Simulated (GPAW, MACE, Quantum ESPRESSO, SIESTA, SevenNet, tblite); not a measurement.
# How far do other methods lie from plane waves? Twisted Zr2CO2 MXene bilayer, 38.21° (70 atoms)

Aim: forces and gap of twisted Zr2CO2 MXene bilayer, 38.21° (70 atoms) at one geometry, from other programs and methods, against plane-wave PBE.

Results are calculated, not measured.

## (1) The cell

The cell holds 70 atoms (14 C, 28 Zr and 28 O), with edges of 8.76, 8.76 and 26.08 Å. Recipe: Zr2CO2 MXene (a = 3.31 Å) under Zr2CO2 MXene (a = 3.31 Å), bilayer, commensurate cell of 7 unit cells a layer, twist 38.21 deg; facing planes 2.88 Å apart; 14 Å of vacuum; layers as built, displaced by a Gaussian of 0.01 Å. Then every atom was moved at random, 0.05 Å r.m.s. a Cartesian component.

## (2) The reference input

Quantum ESPRESSO 7.5: Kohn-Sham DFT, PBE, SSSP efficiency 1.3.0 pseudopotentials, plane waves. Its input, pw.in:

```
&control
  calculation = 'scf'
  pseudo_dir = './pseudo'
  outdir = './tmp'
  disk_io = 'none'
  tprnfor = .true.
/
&system
  ibrav = 0
  nat = 70
  ntyp = 3
  ecutwfc = 60
  ecutrho = 480
  nosym = .true.
  occupations = 'smearing'
  smearing = 'fd'
  degauss = 0.003675
/
&electrons
  conv_thr = 3.5e-07
  electron_maxstep = 100
  mixing_beta = 0.4
  mixing_mode = 'local-TF'
  diagonalization = 'david'
/
ATOMIC_SPECIES
C 12.011 C.upf
Zr 91.224 Zr.upf
O 15.999 O.upf
CELL_PARAMETERS angstrom
8.75740 0.00000 0.00000
-4.37870 7.58413 0.00000
0.00000 0.00000 26.08000
ATOMIC_POSITIONS crystal
C 0.99513 0.99819 0.35500
Zr 0.17980 0.22876 0.40914
Zr 0.24222 0.05103 0.30269
O 0.21885 0.03775 0.44545
[... 64 atom lines left out ...]
O 0.84042 0.21188 0.72731
O 0.77559 0.97114 0.55918
K_POINTS gamma
```

```console
$ OMP_NUM_THREADS=1 mpirun -np 4 pw.x -in pw.in > output.txt
```

Run time: 15 min. Hardware: 4 MPI ranks of Arm Neoverse N1, shared host; peak memory 5.8 GiB; 60 min of CPU time.

It converged with an r.m.s. force component of 0.94 eV/Å.

Its highest filled and lowest empty levels lie 0.83 eV apart on its k-points.

## (3) What was run beside it

- MACE: machine-learned potential, published weights.
- Quantum ESPRESSO 7.5: plane waves; labels (QE) give functional, pseudopotential set and cutoffs of waves/density.
- SIESTA 5.4.2: numerical atomic orbitals, whose automatically made sets are far from complete, with PseudoDojo norm-conserving potentials that we converted to its format (checked against plane waves on the same files for H, C, O, Si, Ge and Ca alone); labels give functional, basis size, energy shift and mesh cutoff.
- SevenNet: machine-learned potential, published weights.
- tblite 0.8.0: extended tight binding, driven from Python.

All use the same cell and atoms, and the electronic-structure runs the same k-mesh.

## (4) All runs compared

Differences are against the reference: forces as r.m.s. over components, share as that over the reference's r.m.s. force, slope as the fitted ratio of a run's forces to the reference's.

```tsv
run	Δ force, r.m.s. (meV/Å)	share (%)	slope	Δ gap (eV)	cores	CPU time	memory (GiB)
reference	-	-	-	-	4	60 min	5.8
MACE MP-0b3 medium potential	392	41.6	0.712	-	1	14 s	0.93
MACE MPA-0 medium potential	219	23.2	0.896	-	1	14 s	0.93
QE PBE, gbrv-1.5, 40/200 Ry	18.5	1.97	1.005	7.0e-4	4	29 min	1.9
SIESTA PBE, DZP, shift 0.01 Ry, mesh 500 Ry	151	16.0	1.075	-0.125	2	12 min	2.2
SIESTA PBE, DZP, shift 0.01 Ry, mesh 700 Ry	151	16.0	1.075	-0.125	2	19 min	3.4
SIESTA PBEsol, DZP, shift 0.01 Ry, mesh 500 Ry	91.9	9.76	1.040	-0.147	2	12 min	2.2
SevenNet 0 potential	258	27.4	0.898	-	1	14 s	0.79
tblite GFN1-xTB	795	84.4	0.585	-	1	9.4 s	0.11
```

Times of the machine-learned potentials are mostly Python's start and the loading of weights.

Runs without a result: GPAW PBE, LCAO dzp, h 0.18 Å (cut off at its time limit); GPAW revPBE, LCAO dzp, h 0.18 Å (cut off at its time limit); GPAW PBE, LCAO szp(dzp), h 0.18 Å (cut off at its time limit); GPAW PBE, LCAO dzp, h 0.18 Å, other mixer settings (cut off at its time limit); GPAW PBE, LCAO sz(dzp), h 0.18 Å (cut off at its time limit).

At other geometries of this session 5 more runs gave no result.

CPU time is summed over cores on shared hosts, so it is rough.

## (5) What came out

Forces lie from 2.0 % (QE PBE, gbrv-1.5, 40/200 Ry) to 84 % (tblite GFN1-xTB) of the reference's r.m.s. force of 0.94 eV/Å away from it. Other PBE runs on plane waves or a grid: QE PBE, gbrv-1.5, 40/200 Ry 2.0 % of the r.m.s. force; the reference has errors of its own, so differences under a few per cent don't tell which side is nearer the exact PBE result. The PBE runs in local orbitals differ by 16 % in each run; basis, grid and potentials can all enter. Tight binding differs by 84 % (tblite GFN1-xTB); it is another model, with fitted parameters of its own, and the xTB methods hold dispersion.

Machine-learned potentials differ by 23 % (MACE MPA-0 medium potential) to 42 % (MACE MP-0b3 medium potential); they were trained on other programs' data. Among those trained on PBE data the slope goes as low as 0.71, which softening far from their training structures can give, though the reference's k-sampling is untested too. Rows with another functional or a dispersion term differ by 9.8 % (SIESTA PBEsol, DZP, shift 0.01 Ry, mesh 500 Ry), which mixes the change of model with differences of basis and potentials. From SIESTA PBE, DZP, shift 0.01 Ry, mesh 500 Ry to the finer SIESTA PBE, DZP, shift 0.01 Ry, mesh 700 Ry the share goes from 16.0 to 16.0 %, so the grid isn't what parts these runs from the reference. Gaps at PBE, coarse settings apart, lie -0.12 to +0.00 eV from the reference's, on k-points that hold the band edges only if these fold onto them.

Caveats: Periodic xTB results under one method name differ between programs and library versions. Machine-learned potentials mimic data converged in k, so the reference's own k-point error enters their differences. The reference's PBE has no dispersion term, which matters for the binding between molecules or layers. The electronic-structure runs sample only Γ, in a cell whose shortest periodic width is 8 Å. The slab repeats along its normal with no dipole correction. Where levels are smeared, the DFT runs use Fermi–Dirac occupations at 580 K (0.05 eV), and energies are free energies. The atoms were displaced at random, and shares hang on the size of the forces that this gives. The reference's cutoffs and mesh weren't converged further here.

[Logs are printed without paths, hosts, clocks, repeated set-up lines and the standing remarks that a program may print on its own settings, such as how far it seeks lower states.]

[Hosts, paths, dates, database ids (printed as entryN), source tags and the programs' standing remarks are cut or masked in the printed files.]

[Cells were taken only where this reference lay near another plane-wave run.]
